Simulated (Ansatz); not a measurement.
# Be3N2 (P6_3/mmc): the gap up the ladder of methods, part 2 of 2

What gap does each level of theory give for Be3N2 (P6_3/mmc), and in what time?

Ansatz 0.2.0; density functionals, hybrids and G0W0, plane waves, PAW. Known limits of the many-body steps: finite bands, screening cutoff and k mesh; no spin-orbit coupling in G0W0.

So far. Step 5 (PBE0 on the 6×6×2 mesh): Over mesh and listed points the gap is 5.366 eV, from k = Γ to k = (0.500, 0.000, 0.000). The least direct gap found is 6.847 eV, at k = (0.467, 0.067, 0.000). PBE0 against HSE06: 5.366 − 4.626 = +0.740 eV, with the same mesh, files and cutoff, and both edges at the same k points. Step 6 (G0W0@LDA, 6×6×2 mesh, 373 empty bands, screening to 180 …): Over 11 of 14 irreducible mesh points the G0W0 gap is 4.879 eV, from k = Γ to k = (0.000, -0.500, 0.000).

In doubt: masses and optical values from hybrid runs of this build are listed as unsure (steps 7, 8), which bears on the screening that GW takes from such a start.

### 7. G0W0@HSE06, 6×6×2 mesh, 173 empty bands, screening to 108 eV, PAW set soft_1 files

This step: G0W0 on HSE06, plane waves, PAW; PAW set soft_1.

Contents of input.yaml:

```yaml
crystal:
  lattice:
    - [2.8416792263, 0.0, 0.0]
    - [-1.4208396132, 2.4609663994, 0.0]
    - [0.0, 0.0, 9.74684101]
  atoms:
    - { symbol: Be, position: [0.33333333, 0.66666667, 0.07848597] }
    - { symbol: Be, position: [0.66666667, 0.33333333, 0.57848597] }
    - { symbol: Be, position: [0.66666667, 0.33333333, 0.92151403] }
    - { symbol: Be, position: [0.33333333, 0.66666667, 0.42151403] }
    - { symbol: Be, position: [0.0, 0.0, 0.25] }
    - { symbol: Be, position: [0.0, 0.0, 0.75] }
    - { symbol: "N", position: [0.0, 0.0, 0.0] }
    - { symbol: "N", position: [0.0, 0.0, 0.5] }
    - { symbol: "N", position: [0.33333333, 0.66666667, 0.25] }
    - { symbol: "N", position: [0.66666667, 0.33333333, 0.75] }
kpoints:
  mp_grid: { grid: [6, 6, 2] }
hamiltonian:
  xc: hse06
  pseudopotentials: { kind: paw, azcp: { folder: soft_1 } }
scf:
  occupations: { method: fixed }
gw:
  n_empty_bands: 173
  ecut_chi: 108
  qp_bands: [v3, c3]
  qp_kpoints: band_edges
  screening: { model: contour_deformation }
```

Started as:

```bash
> ansatz run input.yaml --threads 3 --pin off --max-ram 92160MiB --backend cuda --events-out ev --progress --plain --runs-dir out --devices 1 --max-vram 13GiB
```

Numbers of over 12 decimals in the logs are rounded to 6 here.

Output:

```text
GPUs: using 1 of 1 available (devices: 1).
[...]
GPU FFT provider: cuFFT
GPU libraries: cuBLAS 13.8.2, cuFFT 12.4.0, cuSOLVER 12.3.4
Crystal: 10 atoms, lattice volume = 68.162 Å³
Basis set: ecut = 420 eV, 1329 PW (Γ)
Bands: 26, of which v1, the nominal top of the filled ones, is band 16 counted from 1 (15 counted from 0)
Symmetry: 24 space group operations
[...]
k-points: 14 of 72
[...]
1    14      6.8325   -22.1038     3.0056   -18.9927  0.8229     6.7270     6.7271  root
     1    15      6.8325   -22.1038     3.0056   -18.9927  0.8229     6.7270     6.7271  root
[...]
13    16      5.2970   -20.9689     3.0769   -17.6893  0.8167     5.0940     5.0943  root
    13    17     14.4601    -6.0298    -4.2100   -10.7289  0.8520    14.9504    14.9492  root
    13    18     14.4601    -6.0298    -4.2100   -10.7289  0.8520    14.9504    14.9492  root
    13    19     15.3169    -6.9955    -4.4410   -12.0860  0.8421    15.9688    15.9664  root
[key lines of the parts left out:]
Free energy (F): -2103.767400 eV
Fermi energy:    7.041027 eV
```

Elapsed: 26 s, on 1 × NVIDIA H100 80GB HBM3 (shared by 6 runs) with 3 threads of AMD EPYC 7R13 (Zen 3), shared host; peak memory 1.5 GiB; 32 s of CPU time.

This step gave:

- bands summed: 189
- RPA ε∞ on this mesh (eigenvalues): 3.727, 3.727, 4.302
- plane waves in the screening matrix: 191
- G0W0 gap over the corrected points: 5.205 eV
- k of the valence top: 0, 0, 0
- k of the conduction bottom: 0, -0.5, 0
- starting gap on the mesh: 4.626 eV
- Z at the valence top: 0.8234
- Z at the conduction bottom: 0.8569
- least direct G0W0 gap over the corrected points: 6.774 eV

Over 11 of 14 irreducible mesh points the G0W0 gap is 5.205 eV, from k = Γ to k = (0.000, -0.500, 0.000). The HSE06 gap of this run on the mesh is 4.626 eV. The two states that bound the G0W0 gap lie that far apart at the start, so the correction of the gap is 5.205 − 4.626 = +0.579 eV. G0W0@HSE06 against G0W0@LDA with 189 bands (a further run, in the table below): 5.205 − 4.677 = +0.528 eV, with the same mesh, files and cutoffs, and both edges at the same k points.

### 8. G0W0@PBE0, 6×6×2 mesh, 173 empty bands, screening to 108 eV, PAW set soft_1 files

This step: G0W0 on PBE0, plane waves, PAW; PAW set soft_1.

input.yaml: that of step 7 with these lines changed.

```diff
@@ -19,3 +19,3 @@
 hamiltonian:
-  xc: hse06
+  xc: pbe0
   pseudopotentials: { kind: paw, azcp: { folder: soft_1 } }
```

Output:

```text
GPUs: using 1 of 1 available (devices: 1).
[...]
GPU FFT provider: cuFFT
GPU libraries: cuBLAS 13.8.2, cuFFT 12.4.0, cuSOLVER 12.3.4
Crystal: 10 atoms, lattice volume = 68.162 Å³
Basis set: ecut = 420 eV, 1329 PW (Γ)
Bands: 26, of which v1, the nominal top of the filled ones, is band 16 counted from 1 (15 counted from 0)
Symmetry: 24 space group operations
[...]
k-points: 14 of 72
[...]
1    14      6.4478   -22.1091     2.9079   -19.3888  0.8306     6.6352     6.6354  root
     1    15      6.4478   -22.1091     2.9079   -19.3888  0.8306     6.6352     6.6354  root
[...]
13    16      4.9049   -20.9865     2.9753   -18.0993  0.8251     4.9929     4.9930  root
    13    17     14.8338    -6.0215    -4.1126   -10.3489  0.8588    15.0487    15.0484  root
    13    18     14.8338    -6.0215    -4.1126   -10.3489  0.8588    15.0487    15.0484  root
    13    19     15.7024    -6.9794    -4.3358   -11.6898  0.8494    16.0777    16.0770  root
[key lines of the parts left out:]
Free energy (F): -2104.261031 eV
Fermi energy:    6.658349 eV
```

Elapsed: 34 s, on 1 × NVIDIA H100 80GB HBM3 (shared by 6 runs) with 3 threads; peak memory 1.5 GiB.

Numbers from this step:

```
bands summed                                    : 189
RPA ε∞ on this mesh (eigenvalues)               : 3.562, 3.562, 4.064
plane waves in the screening matrix             : 191
G0W0 gap over the corrected points              : 5.383 eV
k of the valence top                            : 0, 0, 0
k of the conduction bottom                      : 0, -0.5, 0
starting gap on the mesh                        : 5.366 eV
Z at the valence top                            : 0.8310
Z at the conduction bottom                      : 0.8634
least direct G0W0 gap over the corrected points : 6.962 eV
```

Over 11 of 14 irreducible mesh points the G0W0 gap is 5.383 eV, from k = Γ to k = (0.000, -0.500, 0.000). The PBE0 gap of this run on the mesh is 5.366 eV. The two states that bound the G0W0 gap lie that far apart at the start, so the correction of the gap is 5.383 − 5.366 = +0.017 eV. G0W0@PBE0 against G0W0@HSE06 with 189 bands: 5.383 − 5.205 = +0.178 eV, with the same mesh, files and cutoffs, and both edges at the same k points.

### 9. Gap and time by level

Each gap is the least one over the points named; times are wall times on shared hosts, not benchmarks. A G0W0 time includes the run's own self-consistent start. Runs with listed points see these and the mesh alone, so an edge that moves elsewhere is missed. Rows marked * are further runs, not shown as steps, whose inputs differ from the G0W0 step on the same start in the columns given; solver thresholds can differ too. Symmetry makes (0.500, 0.000, 0.000) and (0.000, -0.500, 0.000) one point.

| level | mesh | files, cutoff | bands summed, screening | points | gap (eV) | valence top | conduction bottom | least direct gap (eV) | time |
| --- | --- | --- | --- | --- | --- | --- | --- | --- | --- |
| LDA | 12×12×2 | soft_1 PAW, 420 eV | - | mesh and path | 3.261 | Γ | (0.500, 0.000, 0.000) | 4.652 | 6.8 s |
| r2SCAN | 12×12×2 | soft_1 PAW, 500 eV | - | mesh and listed points | 3.997 | Γ | (0.500, 0.000, 0.000) | 5.420 | 6.8 s |
| HSE06 | 6×6×2 | soft_1 PAW, 420 eV | - | mesh and listed points | 4.626 | Γ | (0.500, 0.000, 0.000) | 6.106 | 25 s |
| PBE0 | 6×6×2 | soft_1 PAW, 420 eV | - | mesh and listed points | 5.366 | Γ | (0.500, 0.000, 0.000) | 6.847 | 20 s |
| G0W0@LDA* | 6×6×2 | soft_1 PAW, 420 eV | 77, 54 eV | 11 of 14 irreducible mesh points | 4.424 | Γ | (0.000, -0.500, 0.000) | 6.026 | 7.1 s |
| G0W0@LDA* | 6×6×2 | soft_1 PAW, 420 eV | 189, 108 eV | 11 of 14 irreducible mesh points | 4.677 | Γ | (0.000, -0.500, 0.000) | 6.206 | 7.7 s |
| G0W0@LDA | 6×6×2 | soft_1 PAW, 420 eV | 389, 180 eV | 11 of 14 irreducible mesh points | 4.879 | Γ | (0.000, -0.500, 0.000) | 6.352 | 24 s |
| G0W0@HSE06 | 6×6×2 | soft_1 PAW, 420 eV | 189, 108 eV | 11 of 14 irreducible mesh points | 5.205 | Γ | (0.000, -0.500, 0.000) | 6.774 | 26 s |
| G0W0@PBE0 | 6×6×2 | soft_1 PAW, 420 eV | 189, 108 eV | 11 of 14 irreducible mesh points | 5.383 | Γ | (0.000, -0.500, 0.000) | 6.962 | 34 s |

### 10. Summary of results

```
LDA, over mesh and path                                            : 3.261 eV
r2SCAN, over mesh and listed points                                : 3.997 eV
HSE06, over mesh and listed points                                 : 4.626 eV
PBE0, over mesh and listed points                                  : 5.366 eV
G0W0@LDA (389 bands, 6×6×2), over 11 of 14 irreducible mesh points : 4.879 eV
G0W0@HSE06, over 11 of 14 irreducible mesh points                  : 5.205 eV
G0W0@PBE0, over 11 of 14 irreducible mesh points                   : 5.383 eV
known limits                                                       : finite bands, screening cutoff and k mesh; no spin-orbit coupling in G0W0
```

**Reading.** The rows run from 3.261 eV (LDA) to 5.383 eV (G0W0@PBE0). They differ in mesh, plane-wave cutoff, bands and screening cutoff of G0W0 and the points over which the gap was sought as well as in level, so only pairs that share these are like for like. PBE0 against HSE06: 5.366 − 4.626 = +0.740 eV, with the same mesh, files and cutoff, and both edges at the same k points. G0W0@HSE06 against G0W0@LDA with 189 bands: 5.205 − 4.677 = +0.528 eV, with the same mesh, files and cutoffs, and both edges at the same k points. G0W0@PBE0 against G0W0@HSE06 with 189 bands: 5.383 − 5.205 = +0.178 eV, with the same mesh, files and cutoffs, and both edges at the same k points. G0W0@LDA (389 bands, 6×6×2) moves the gap of its own start on the mesh by 4.879 − 3.261 = +1.618 eV, between the same two levels. Both edges that LDA shows over mesh and path lie at k points where levels were corrected. Levels at other points were not corrected, so a lower G0W0 gap elsewhere in the zone is not ruled out. G0W0@HSE06 moves the gap of its own start on the mesh by 5.205 − 4.626 = +0.579 eV, between the same two levels. Both edges that HSE06 shows over mesh and listed points lie at k points where levels were corrected. Levels at other points were not corrected, so a lower G0W0 gap elsewhere in the zone is not ruled out. G0W0@PBE0 moves the gap of its own start on the mesh by 5.383 − 5.366 = +0.017 eV, between the same two levels. Both edges that PBE0 shows over mesh and listed points lie at k points where levels were corrected. Levels at other points were not corrected, so a lower G0W0 gap elsewhere in the zone is not ruled out. For G0W0@LDA: from 77 bands and 54 eV to 389 bands and 180 eV the gap moves by 4.879 − 4.424 = +0.455 eV (rung by rung 4.424, 4.677, 4.879 eV); bands and screening cutoff rise together, so their parts are not told apart. A line in one over the bands through the two highest rungs gives 4.879 + (4.879 − 4.677) × 189 / (389 − 189) = 5.070 eV, and through the pair below 4.677 + (4.677 − 4.424) × 77 / (189 − 77) = 4.851 eV. The two differ by 0.219 eV, not under the 0.030 eV asked, so the law does not hold well over these rungs and the limit is not known. The other G0W0 rows are shown at one basis each (189 bands), so their distance from the limit is not known here. The G0W0 runs are scalar-relativistic. No pair of G0W0 runs that differ in the mesh alone is shown (6×6×2 is a supercell whose nearest images lie 17 Å apart), so the error from the mesh is not known here. G0W0@LDA runs of this series with other atomic data on the same mesh, not shown as steps, give 4.650 eV (hard PAW, 960 eV, 195 bands, screening to 108 eV; the table's row with the same empty bands and screening cutoff has 4.677 eV); where bands and cutoffs differ too, the part of the files is not isolated.

[Paths, hosts, dates, memory and timing lines, banners, echoed tables and standing remarks are left out of the program output.]

[Logs are printed without paths, hosts, clocks, repeated set-up lines and the standing remarks that a program may print on its own settings, such as how far it seeks lower states.]

[Runs of the session that timed out or met a known fault of the program may be left out.]

[Cells called generated may have been cut or substituted from an entry of the Crystallography Open Database or the Materials Project.]

[Hosts, paths, dates, database ids (printed as entryN), source tags and the programs' standing remarks are cut or masked in the printed files.]

[Where an RPA ε∞ is given, it is that of the G0W0 mesh and is not shown converged in it. Names of k-points follow the symmetry that the program found, which can be lower than the space group named. Band edges on a path are those of the sampled points; other points can move an edge, and change direct to indirect where valleys lie close.]

[Hybrid gaps are those of their k-mesh and are not shown converged in it.]
